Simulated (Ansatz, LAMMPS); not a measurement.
# Elastic response of amorphous 29Ga2O3-71GeO2 (mol %) (86 atoms), part 3 of 4

Aim: relax amorphous 29Ga2O3-71GeO2 (mol %) (86 atoms), then change its volume and shape to read moduli from the stress.

Ansatz 0.2.0; Kohn-Sham DFT, PBE, PAW (set soft_2), plane waves.

The cell: 14 Ga, 17 Ge and 55 O. The quench rate of 100 K/ps is many orders above laboratory rates. The network of bonds at the start is that of the classical potential that made the cell. The Brillouin zone is sampled at Γ only.

So far. Step 2 (Single point at the start): The r.m.s. force at the start is 0.92 eV/Å. Step 3 (Cell and atoms relaxed): The relaxation converged after 21 steps, with a largest force component of 0.0066 eV/Å.

**4. Single point at the relaxed geometry**

One more single point at the end of the walk gives the fuller output and checks the residual forces.

File input.yaml:

```yaml
crystal:
  lattice:
    - [10.82036, -0.02153, -0.03635]
    - [-0.02153, 10.68539, 0.05068]
    - [-0.03635, 0.05068, 10.36234]
  atoms:
    - { symbol: Ga, position: [0.20467, 0.72068, 0.06852] }
    - { symbol: Ga, position: [0.52514, 0.02618, 0.28189] }
    - { symbol: Ga, position: [0.57277, 0.07435, 0.00509] }
    - { symbol: Ga, position: [0.20161, 0.24372, 0.78449] }
    - { symbol: Ga, position: [0.77933, 0.70766, 0.62957] }
    - { symbol: Ga, position: [0.42864, 0.57866, 0.15443] }
    [... 74 atom lines left out ...]
    - { symbol: O, position: [0.06824, 0.95602, 0.6448] }
    - { symbol: O, position: [0.07169, 0.22179, 0.56667] }
    - { symbol: O, position: [0.59448, 0.94532, 0.12755] }
    - { symbol: O, position: [0.44585, 0.42392, 0.24737] }
    - { symbol: O, position: [0.33268, 0.26482, 0.39843] }
    - { symbol: O, position: [0.49319, 0.45936, 0.0129] }
kpoints:
  mp_grid: { grid: [1, 1, 1] }
hamiltonian:
  xc: pbe
scf:
  occupations: { method: fermi_dirac, width: 0.025 }
output:
  forces: true
  stress: true
  populations: true
  dos:
    method: { smearing: { sigma: 0.1 } }
    de: 0.1
    projected: { site_lists: { Ga: [Ga], Ge: [Ge], O: [O] } }
  eigenvalues: true
  write_density: true
  write_potential: true
  volumetric_format: npy
```

Command:

```console
$ ansatz run input.yaml --threads 4 --pin off --max-ram 8192MiB --backend cpu --events-out ev --progress --plain --runs-dir out
```

The log of the run:

```text
[...]
Crystal: 86 atoms, lattice volume = 1198.045 Å³
Basis set: ecut = 420 eV, 23385 PW (Γ), exchange–correlation on 150×144×144 points (8 copies of the dense FFT grid, shifted against one another)
Bands: 461, of which v1, the nominal top of the filled ones, is band 375 counted from 1 (374 counted from 0)
Symmetry: 1 space group operations
[...]
k-points: 1
[...]
SCF iter   1: F=—  HF=-157183.818098 eV  |F-HF|=—  |Δ(HF+E_count)|=         —  Δρ=2.67e-3  dr2=9.29e-2  ethr=1.77e-3  ⟨swp⟩=6.0  Hψ=1691  notcnv=0  defer=54
[...]
SCF iter  10: F=-157183.817274 eV  HF=-157183.817274 eV  |F-HF|=1.62e-8  |Δ(HF+E_count)|=   2.31e-8  Δρ=1.38e-6  dr2=2.48e-8  ethr=1.33e-11  ⟨swp⟩=17.0  Hψ=3364  notcnv=0
SCF 1 converged in 10 iterations: F = -157183.817274 eV  dr2 = 2.48e-8
[...]
WARN: The input density's exchange-correlation potential varies sharply where the density is thin. Do not read a vacuum level from v_tot or v_xc, or from such a field of the output density. On a cell that repeats whose density bears no net charge and no dipole along the vacuum's axis use v_es (v_loc + v_h of the components); [...]
SCF converged after 10 iterations
Free energy (F): -157183.817274 eV
[...]
Internal energy: -157183.817274 eV  (E = F + TS)
E sigma→0 (E₀):  -157183.817274 eV
Fermi energy:    5.406993 eV
[...]
--- Forces (eV/Å), atoms counted from 1 ---
  atom   1  Ga    -0.00144990    -0.00167017     0.00163203
  atom   2  Ga     0.00125036     0.00084638    -0.00302672
  atom   3  Ga    -0.00141665    -0.00231713    -0.00039894
  atom   4  Ga    -0.00245248    -0.00103987    -0.00087191
  atom   5  Ga     0.00055649     0.00015027     0.00186338
  atom   6  Ga    -0.00441552    -0.00121138    -0.00032161
  atom   7  Ga     0.00057446     0.00101304    -0.00214969
  atom   8  Ga    -0.00136971     0.00037884     0.00103897
  atom   9  Ga     0.00091286    -0.00051723     0.00020994
  atom  10  Ga    -0.00160059     0.00044859     0.00205222
  atom  11  Ga    -0.00240336    -0.00077900     0.00373926
  atom  12  Ga    -0.00430907    -0.00216104    -0.00458400
  atom  13  Ga     0.00171655     0.00120449    -0.00231793
  atom  14  Ga    -0.00273751     0.00036451     0.00147279
[...]
atom  85  O      0.00068538     0.00096619    -0.00045426
  atom  86  O      0.00211779    -0.00087021    -0.00215413
  max |Σ_I F_I| component: 3.33e-5 eV/Å
--- Stress (GPa, compression-positive) ---
       -0.001417      -0.002264       0.001515
       -0.002264      -0.004200       0.001481
        0.001515       0.001481      -0.008589
  P = ⅓ Tr σ = -0.0047 GPa (-0.047 kbar)
--- Band table (eV) ---
[...]
--- Löwdin populations: 86 sites ---
  site symbol       q [e]
     0     Ga     11.9287
     1     Ga     11.9728
     2     Ga     11.9473
[...]
85      O      6.6872
  spilling = 0.004377 (of n_electrons = 750.000000)
```

It took 15 s on 4 threads of AMD EPYC 9R14 (Zen 4), shared host; peak memory 1.9 GiB.

The program notes that the exchange-correlation potential is rough where the density is thin.

Numbers from this run:

| Quantity | Value |
| --- | --- |
| free energy | -157183.8173 eV |
| free energy per atom | -1827.7188 eV/atom |
| SCF cycles | 10 |
| pressure | -0.004735 GPa |
| r.m.s. force component | 0.00191 eV/Å |
| longest force | 0.00896 eV/Å |
| Fermi energy | 5.407 eV |
| gap (highest filled to lowest empty level) | 1.75 eV |
| spilling of the projection | 0.004377 |

Löwdin charges by element and coordination (they lack the spilled electrons, 0.038 e an atom on average):

| element | coordination | atoms | mean charge (e) | spread | least | most |
| --- | --- | --- | --- | --- | --- | --- |
| Ga | all | 14 | 1.05 | 0.0279 | 1.01 | 1.11 |
| Ga | 4 | 3 | 1.09 | 0.0177 | 1.07 | 1.11 |
| Ga | 5 | 10 | 1.04 | 0.0192 | 1.02 | 1.08 |
| Ga | 6 | 1 | 1.01 | 0 | 1.01 | 1.01 |
| Ge | all | 17 | 1.56 | 0.0239 | 1.50 | 1.60 |
| Ge | 4 | 13 | 1.57 | 0.013 | 1.55 | 1.60 |
| Ge | 5 | 4 | 1.52 | 0.0149 | 1.50 | 1.54 |
| O | all | 55 | -0.690 | 0.0192 | -0.728 | -0.655 |
| O | 2 | 27 | -0.703 | 0.0155 | -0.728 | -0.667 |
| O | 3 | 26 | -0.678 | 0.0115 | -0.699 | -0.655 |
| O | 4 | 2 | -0.660 | 8.0e-4 | -0.660 | -0.659 |

Density of states as counts of states in windows of 1 eV (from the Fermi level), total and the larger projections:

| from (eV) | to (eV) | total | O p | Ge p | Ge s | Ga s |
| --- | --- | --- | --- | --- | --- | --- |
| -10 | -9 | 11.0 | 6.0 | 0.3 | 3.3 | 0.4 |
| -9 | -8 | 11.9 | 6.7 | 0.5 | 2.7 | 0.8 |
| -8 | -7 | 15.6 | 9.4 | 0.9 | 1.7 | 2.1 |
| -7 | -6 | 26.8 | 18.1 | 3.1 | 0.7 | 2.8 |
| -6 | -5 | 35.1 | 25.8 | 4.5 | 0.3 | 0.8 |
| -5 | -4 | 40.0 | 31.1 | 3.5 | 0.3 | 0.5 |
| -4 | -3 | 50.0 | 42.7 | 2.2 | 0.2 | 0.3 |
| -3 | -2 | 73.3 | 68.4 | 1.1 | 0.1 | 0.2 |
| -2 | -1 | 60.8 | 58.1 | 0.5 | 0.1 | 0.1 |
| -1 | 0 | 3.6 | 3.4 | 0.0 | 0.0 | 0.0 |
| 0 | 1 | 1.8 | 0.3 | 0.0 | 0.6 | 0.4 |
| 1 | 2 | 0.2 | 0.0 | 0.0 | 0.1 | 0.0 |
| 2 | 3 | 6.4 | 1.9 | 0.6 | 1.9 | 0.6 |
| 3 | 4 | 15.1 | 4.2 | 1.2 | 3.6 | 2.5 |
| 4 | 5 | 19.0 | 5.3 | 2.0 | 3.9 | 3.5 |

Between -26 and -10 eV lie 422 more states.

The levels nearest the highest filled one (over half full), pooled over k-points and spins:

| level less the highest filled one (eV) | occupation |
| --- | --- |
| -0.435 | 2 |
| -0.354 | 2 |
| -0.307 | 2 |
| -0.210 | 2 |
| -0.143 | 2 |
| 0 | 2 |
| 1.75 | 0 |
| 3.35 | 0 |
| 3.59 | 0 |
| 3.64 | 0 |
| 3.92 | 0 |
| 3.97 | 0 |

Valence density in the ac plane at fractional y = 0.009, with atoms of Ga and Ge and O within 0.2 Å of it. It is the smooth field of the valence electrons, not physical close to the nuclei.

Values in e/Å³, 13 rows by 16 columns, each cell a mean:
```
 0  0  0  1 20  4  1  1  0  0  1  3  1  0  0  1
 1  0  1  1  1  0  1  1  0  0  1  4  2  0  0  1
 4  0  0  0  0  0  0  0  0  0  0  2  0  0  0  1
 1  1  0  0  0  0  2  2  0  0  2 20  2  0  0  0
 1  2  0  0  0  0  1  2  0  0  0  1  0  0  0  0
 0  0  0  0  0  0  0  2  1  0  0  0  0  0  0  0
 0  0  0  0  0  0  0  4  3  0  0  0  0  0  2  1
 0  0  2  1  0  0  0  0  0  0  0  0  0  1  5  3
 0  0  1  1  1  0  0  1  4  1  0  0  4  3  1  0
 0  0  0 13  8  1  1  1 13  2  0  0  1  1  0  0
 0  0  0  1  1  0  0  0  0  1  0  0  1  4  2  0
 0  0  0  1  1  0  0  0  0  1  1  0  1  3  1  0
 0  0  0  1  3  1  0  0  0  1  0  0  0  1  0  0
```
Columns run along a (10.8 Å), rows up along c (10.4 Å). Atoms in or near the plane, at fractional coordinates: Ga at (0.53, 0.28), Ga at (0.71, 0.72), Ge at (0.28, 0.97), Ge at (0.23, 0.25), O at (0.92, 0.43), O at (0.48, 0.51), O at (0.85, 0.15), O at (0.72, 0.91).

Electrostatic potential energy in the ac plane at fractional y = 0.009, with atoms of Ga and Ge and O within 0.2 Å of it. With pseudopotentials it is smooth inside the atoms' cores, unlike the true potential.

Ten even steps from '_' (-31 eV) to '@' (12 eV), each cell a mean:
```
@@@@@@@@@@##--______..**%%%%%%##++==++####++++**++==++##%%@@
%%@@@@@@@@%%==..____--**====##%%########::____==####%%%%%%##
##%%%%@@%%####++====**##----##%%%%%%%%%%::____==%%%%%%%%%%##
====**%%%%####%%%%%%%%%%####%%@@@@@@@@%%**====##@@@@@@%%##++
----++##%%%%@@@@@@@@@@%%%%%%%%@@@@@@%%##++==++##%%@@%%%%++--
----++%%@@@@@@@@@@@@%%##++++**%%%%%%%%++------==##%%%%%%++--
++++##%%@@@@@@@@@@@@##++----==**%%%%##==--------##%%@@%%##++
##**++##@@@@@@@@@@%%##==------**%%%%##++------++%%@@@@@@@@%%
%%++==##@@@@@@@@@@@@%%**====++##%%%%%%##**++**##%%@@@@@@@@@@
@@%%%%@@@@@@@@@@@@@@%%%%####**##%%@@%%%%%%%%%%@@@@@@@@@@@@@@
@@@@@@@@@@@@@@@@@@@@@@@@%%--..::##@@@@@@@@@@@@@@@@@@@@@@@@@@
@@@@@@@@@@@@@@@@@@@@@@@@%%..____++@@@@@@@@@@@@@@@@@@@@%%%%@@
@@@@@@@@@@@@@@@@@@@@@@@@@@==..--##@@@@@@@@@@@@@@@@@@++..::##
@@@@@@@@##**%%@@@@@@@@@@@@@@%%%%@@@@@@@@@@@@%%%%%%##..____==
@@@@@@%%==::**%%@@@@@@@@@@@@%%####%%%%@@@@%%##++++**==..::##
@@@@@@@@**==++++**%%@@@@@@%%++====++##%%%%##==----==**##%%@@
@@@@@@@@##==....::++%%%%%%**--------**%%%%##==------**%%@@@@
@@@@@@%%**::______--##%%%%**--------**%%%%%%**====++##@@@@@@
@@@@@@%%##--____..==%%@@%%##++====++##%%@@@@%%##**++**@@@@@@
@@@@@@@@%%**==--++##%%@@@@@@%%######%%@@@@@@@@%%::____**@@@@
@@@@@@@@@@%%####%%%%@@@@@@@@@@%%%%****%%@@@@@@%%..____++@@@@
@@@@@@@@@@@@####%%%%%%@@@@@@@@%%##****%%@@@@@@%%**--==%%@@@@
@@@@@@@@@@%%##**==++##%%@@@@%%##**++**##%%@@%%##++==**%%@@@@
@@@@@@@@@@%%++..____--##%%%%%%**==--==##%%%%%%**----==##%%@@
```
Columns run along a (10.8 Å; values clipped at the 3rd and 97th percentile), rows up along c (10.4 Å). Atoms in or near the plane, at fractional coordinates: Ga at (0.53, 0.28), Ga at (0.71, 0.72), Ge at (0.28, 0.97), Ge at (0.23, 0.25), O at (0.92, 0.43), O at (0.48, 0.51), O at (0.85, 0.15), O at (0.72, 0.91).

Between filled and empty levels lie 1.75 eV (at Γ alone); a semilocal functional tends to put such gaps too low. In a disordered cell it changes from sample to sample, and tail or defect levels can set it. Mean Löwdin charges: Ga +1.05, Ge +1.56, O -0.69 e (they miss 0.44 % of the electrons, so they add up to more than the cell's charge). The largest share in the top eV of filled states is O p (97 % of the projected weight), and in the lowest eV of empty states Ge s (32 % of the projected weight).

**5. Volume -3 %**

The relaxed cell is scaled evenly and the atoms are relaxed again; the stress at the end gives one point of P(V).

input.yaml, the sections that differ from step 4:

```yaml
crystal:
  lattice:
    - [10.71106, -0.02131, -0.03598]
    - [-0.02131, 10.57745, 0.05017]
    - [-0.03598, 0.05017, 10.25766]
  atoms:
    [... the 86 atom lines of step 4 ...]
output:
  forces: true
  eigenvalues: true
  stress: true
relax:
  f_tol: 0.05
  max_steps: 70
# kpoints, hamiltonian, scf: as in step 4
```

The log of the run:

```text
Warning: output.stress: scf.convergence.dr2_threshold = 1e-7 eV (the SCF's general default) is looser than the 8.6e-9 eV advised for a printed stress (1e-10 eV for each atom of the cell: 86). What an SCF threshold leaves in a stress goes as its square root, and in the free energy as the threshold itself, and one threshold admits the most on a small cell: [...]
[...]
Crystal: 86 atoms, lattice volume = 1162.104 Å³
Basis set: ecut = 420 eV, 22731 PW (Γ), exchange–correlation on 144×144×144 points (8 copies of the dense FFT grid, shifted against one another)
Bands: 461, of which v1, the nominal top of the filled ones, is band 375 counted from 1 (374 counted from 0)
Symmetry: 1 space group operations
[...]
k-points: 1
[...]
SCF iter   1: F=—  HF=-157183.325461 eV  |F-HF|=—  |Δ(HF+E_count)|=         —  Δρ=2.66e-3  dr2=8.95e-2  ethr=1.77e-3  ⟨swp⟩=6.0  Hψ=1689  notcnv=0  defer=58
[...]
SCF iter   6: F=-157183.325679 eV  HF=-157183.325682 eV  |F-HF|=3.12e-6  |Δ(HF+E_count)|=   5.60e-6  Δρ=3.49e-5  dr2=1.48e-5  ethr=8.33e-9  ⟨swp⟩=10.0  Hψ=2200  notcnv=0
SCF 1 converged in 6 iterations: F = -157183.325679 eV  dr2 = 1.48e-5
[...]
relax step   1: F+E_penalty+E_count = -157183.32567876 eV  Δ(F+E_penalty+E_count) = +0.000e0 eV  max|allowed force component| = 3.933e-1 eV/Å  Δτ_max = 0.0000 Å  (6 SCF iters, dr2 threshold 6.25e-5 eV, accepted)
[...]
relax step   2: F+E_penalty+E_count = -157183.49622138 eV  Δ(F+E_penalty+E_count) = -1.705e-1 eV  max|allowed force component| = 2.196e-1 eV/Å  Δτ_max = 0.0385 Å  (6 SCF iters, dr2 threshold 9.67e-6 eV, accepted)
[...]
relax step   3: F+E_penalty+E_count = -157183.59696529 eV  Δ(F+E_penalty+E_count) = -1.007e-1 eV  max|allowed force component| = 1.343e-1 eV/Å  Δτ_max = 0.0561 Å  (8 SCF iters, dr2 threshold 3.02e-6 eV, accepted)
relax step   4: F+E_penalty+E_count = -157183.46807440 eV  Δ(F+E_penalty+E_count) = +1.289e-1 eV  max|allowed force component| = 6.245e-1 eV/Å  Δτ_max = 0.2000 Å  (9 SCF iters, dr2 threshold 5.63e-6 eV, rejected (line search))
relax step   5: F+E_penalty+E_count = -157183.62551661 eV  Δ(F+E_penalty+E_count) = -2.855e-2 eV  max|allowed force component| = 8.890e-2 eV/Å  Δτ_max = 0.0859 Å  (11 SCF iters, accepted)
relax step   6: F+E_penalty+E_count = -157183.62970005 eV  Δ(F+E_penalty+E_count) = -4.183e-3 eV  max|allowed force component| = 3.715e-2 eV/Å  Δτ_max = 0.0415 Å  (6 SCF iters, dr2 threshold 2.95e-6 eV, accepted)
[...]
relax step   7: F+E_penalty+E_count = -157183.62970081 eV  Δ(F+E_penalty+E_count) = -7.570e-7 eV  max|allowed force component| = 3.709e-2 eV/Å  Δτ_max = 0.0000 Å  (4 SCF iters, accepted)
SCF converged after 4 iterations
Free energy (F): -157183.629701 eV
[...]
Internal energy: -157183.629701 eV  (E = F + TS)
E sigma→0 (E₀):  -157183.629701 eV
Fermi energy:    5.811970 eV
[...]
--- Forces (eV/Å), atoms counted from 1 ---
  atom   1  Ga    -0.00349111    -0.01574632     0.00677140
  atom   2  Ga     0.01016266    -0.00183478     0.00281329
  atom   3  Ga     0.00425756     0.00684119    -0.00115954
  atom   4  Ga     0.01132520     0.00996145     0.00611256
  atom   5  Ga     0.00271464     0.00408833     0.01620940
  atom   6  Ga    -0.00460312     0.01102488     0.00637779
  atom   7  Ga     0.00206435     0.00714649     0.00152363
  atom   8  Ga     0.00654776     0.01051807    -0.01145709
  atom   9  Ga     0.00445619    -0.00317393     0.00439303
  atom  10  Ga    -0.00904979    -0.00842924     0.01347031
  atom  11  Ga    -0.00750805    -0.00915852    -0.01497970
  atom  12  Ga     0.00433422    -0.00640224    -0.00211486
  atom  13  Ga     0.00534721    -0.00877288     0.00423765
  atom  14  Ga    -0.01338180    -0.01736047     0.00415565
[...]
atom  85  O      0.00070365    -0.00085614     0.00335553
  atom  86  O      0.00380327    -0.00060324     0.00585813
  max |Σ_I F_I| component: 1.37e-4 eV/Å
--- Stress (GPa, compression-positive) ---
        1.858123       0.018432      -0.233131
        0.018431       1.608560       0.102311
       -0.233131       0.102312       1.890123
  P = ⅓ Tr σ = 1.7856 GPa (17.856 kbar)
--- Band table (eV) ---
[...]
--- Relaxed structure (7 steps of the walk, 6 accepted, 0 SCFs on fresh bases) ---
  F+E_penalty+E_count = -157183.62970081 eV   max|allowed force component| = 3.709e-2 eV/Å
  atoms:
    - { symbol: Ga, position: [0.200103, 0.722115, 0.071339] }
    - { symbol: Ga, position: [0.522707, 0.027945, 0.284787] }
    - { symbol: Ga, position: [0.575223, 0.073978, 0.00495164] }
    - { symbol: Ga, position: [0.196316, 0.246831, 0.775228] }
[...]
- { symbol: O, position: [0.493472, 0.460905, 0.00829479] }
```

Wall time 70 s (4 threads); peak memory 1.8 GiB; 4.3 min of CPU time.

The program notes that the SCF threshold is loose for the stress.

The relaxation converged after 7 steps, 0.304 eV below its start, with a largest force component of 0.037 eV/Å.

Volume -3 %: the energy stands 0.188 eV above that of the reference, at a pressure of 1.79 GPa.

**6. Volume +3 %**

The relaxed cell is scaled to another volume.

input.yaml, the sections that differ from step 5:

```yaml
crystal:
  lattice:
    - [10.9275, -0.02174, -0.03671]
    - [-0.02174, 10.79119, 0.05118]
    - [-0.03671, 0.05118, 10.46494]
  atoms:
    [... the 86 atom lines of step 4 ...]
# kpoints, hamiltonian, scf, output, relax: as in step 5
```

The log of the run:

```text
[...]
Crystal: 86 atoms, lattice volume = 1233.985 Å³
Basis set: ecut = 420 eV, 24117 PW (Γ), exchange–correlation on 150×150×144 points (8 copies of the dense FFT grid, shifted against one another)
Bands: 461, of which v1, the nominal top of the filled ones, is band 375 counted from 1 (374 counted from 0)
Symmetry: 1 space group operations
[...]
k-points: 1
[...]
SCF iter   1: F=—  HF=-157183.395714 eV  |F-HF|=—  |Δ(HF+E_count)|=         —  Δρ=2.72e-3  dr2=9.86e-2  ethr=1.77e-3  ⟨swp⟩=6.0  Hψ=1705  notcnv=0  defer=56
[...]
SCF iter   5: F=—  HF=-157183.372306 eV  |F-HF|=—  |Δ(HF+E_count)|=   2.57e-5  Δρ=1.33e-4  dr2=2.17e-4  ethr=8.31e-8  ⟨swp⟩=2.0  Hψ=720  notcnv=0  defer=80
SCF iter   6: F=-157183.372283 eV  HF=-157183.372294 eV  |F-HF|=1.08e-5  |Δ(HF+E_count)|=   1.21e-5  Δρ=4.28e-5  dr2=2.47e-5  ethr=8.33e-9  ⟨swp⟩=10.0  Hψ=2144  notcnv=0
SCF 1 converged in 6 iterations: F = -157183.372283 eV  dr2 = 2.47e-5
[...]
relax step   1: F+E_penalty+E_count = -157183.37228306 eV  Δ(F+E_penalty+E_count) = +0.000e0 eV  max|allowed force component| = 3.458e-1 eV/Å  Δτ_max = 0.0000 Å  (6 SCF iters, dr2 threshold 6.25e-5 eV, accepted)
[...]
relax step   2: F+E_penalty+E_count = -157183.52074092 eV  Δ(F+E_penalty+E_count) = -1.485e-1 eV  max|allowed force component| = 2.017e-1 eV/Å  Δτ_max = 0.0400 Å  (7 SCF iters, dr2 threshold 7.47e-6 eV, accepted)
[...]
relax step   3: F+E_penalty+E_count = -157183.60276679 eV  Δ(F+E_penalty+E_count) = -8.203e-2 eV  max|allowed force component| = 1.100e-1 eV/Å  Δτ_max = 0.0495 Å  (8 SCF iters, dr2 threshold 2.54e-6 eV, accepted)
relax step   4: F+E_penalty+E_count = -157183.53737614 eV  Δ(F+E_penalty+E_count) = +6.539e-2 eV  max|allowed force component| = 4.727e-1 eV/Å  Δτ_max = 0.2000 Å  (9 SCF iters, dr2 threshold 3.60e-6 eV, rejected (line search))
relax step   5: F+E_penalty+E_count = -157183.63047091 eV  Δ(F+E_penalty+E_count) = -2.770e-2 eV  max|allowed force component| = 1.136e-1 eV/Å  Δτ_max = 0.0999 Å  (11 SCF iters, accepted)
relax step   6: F+E_penalty+E_count = -157183.59918927 eV  Δ(F+E_penalty+E_count) = +3.128e-2 eV  max|allowed force component| = 1.801e-1 eV/Å  Δτ_max = 0.1000 Å  (8 SCF iters, dr2 threshold 3.84e-6 eV, rejected (line search))
relax step   7: F+E_penalty+E_count = -157183.63281318 eV  Δ(F+E_penalty+E_count) = -2.342e-3 eV  max|allowed force component| = 9.762e-2 eV/Å  Δτ_max = 0.0228 Å  (9 SCF iters, accepted)
relax step   8: F+E_penalty+E_count = -157183.63555325 eV  Δ(F+E_penalty+E_count) = -2.740e-3 eV  max|allowed force component| = 2.320e-2 eV/Å  Δτ_max = 0.0290 Å  (6 SCF iters, dr2 threshold 7.04e-6 eV, accepted)
[...]
relax step   9: F+E_penalty+E_count = -157183.63555364 eV  Δ(F+E_penalty+E_count) = -3.852e-7 eV  max|allowed force component| = 2.320e-2 eV/Å  Δτ_max = 0.0000 Å  (4 SCF iters, accepted)
SCF converged after 4 iterations
Free energy (F): -157183.635554 eV
[...]
Internal energy: -157183.635554 eV  (E = F + TS)
E sigma→0 (E₀):  -157183.635554 eV
Fermi energy:    5.024671 eV
[...]
Σ components = -157183.635554   (vs F -157183.635554, Δ=0.00e0)
--- Forces (eV/Å), atoms counted from 1 ---
  atom   1  Ga    -0.01373977    -0.00721964     0.01302973
  atom   2  Ga     0.00011666    -0.00126001     0.00424224
  atom   3  Ga     0.00310201    -0.00181400    -0.00351019
  atom   4  Ga    -0.00303304    -0.00665263    -0.00328556
[...]
atom  86  O      0.01263417    -0.00828156     0.00453943
  max |Σ_I F_I| component: 3.91e-5 eV/Å
--- Stress (GPa, compression-positive) ---
       -1.759361      -0.028239       0.108178
       -0.028239      -1.404070      -0.047606
        0.108178      -0.047606      -1.619228
  P = ⅓ Tr σ = -1.5942 GPa (-15.942 kbar)
--- Band table (eV) ---
[...]
--- Relaxed structure (9 steps of the walk, 7 accepted, 0 SCFs on fresh bases) ---
  F+E_penalty+E_count = -157183.63555364 eV   max|allowed force component| = 2.320e-2 eV/Å
  atoms:
    - { symbol: Ga, position: [0.209421, 0.717031, 0.062887] }
    - { symbol: Ga, position: [0.527167, 0.025112, 0.278582] }
    - { symbol: Ga, position: [0.570423, 0.074210, 0.00480139] }
    - { symbol: Ga, position: [0.204651, 0.240740, 0.790777] }
[...]
- { symbol: O, position: [0.493188, 0.456562, 0.016585] }
```

The job ended after 99 s (4 threads; peak memory 1.9 GiB; 6.1 min of CPU time).

The relaxation converged after 9 steps, 0.263 eV below its start, with a largest force component of 0.023 eV/Å.

Volume +3 %: the energy stands 0.182 eV above that of the reference, at a pressure of -1.59 GPa.

**7. Volume -6 %**

The relaxed cell is scaled to another volume.

Input and log are left out; they have the form of those shown for this kind of step.

It took 84 s on 4 threads of AMD EPYC 9R14 (Zen 4), shared host; peak memory 1.8 GiB.

The relaxation converged after 8 steps, 1.31 eV below its start, with a largest force component of 0.024 eV/Å.

Volume -6 %: the energy stands 0.816 eV above that of the reference, at a pressure of 3.81 GPa.

[end of part 3 of 4]

[Long decimals in the printed logs are rounded to 6 places.]

[Logs are printed without paths, hosts, clocks, repeated set-up lines and the standing remarks that a program may print on its own settings, such as how far it seeks lower states.]

[Hosts, paths, dates, database ids (printed as entryN), source tags and the programs' standing remarks are cut or masked in the printed files.]
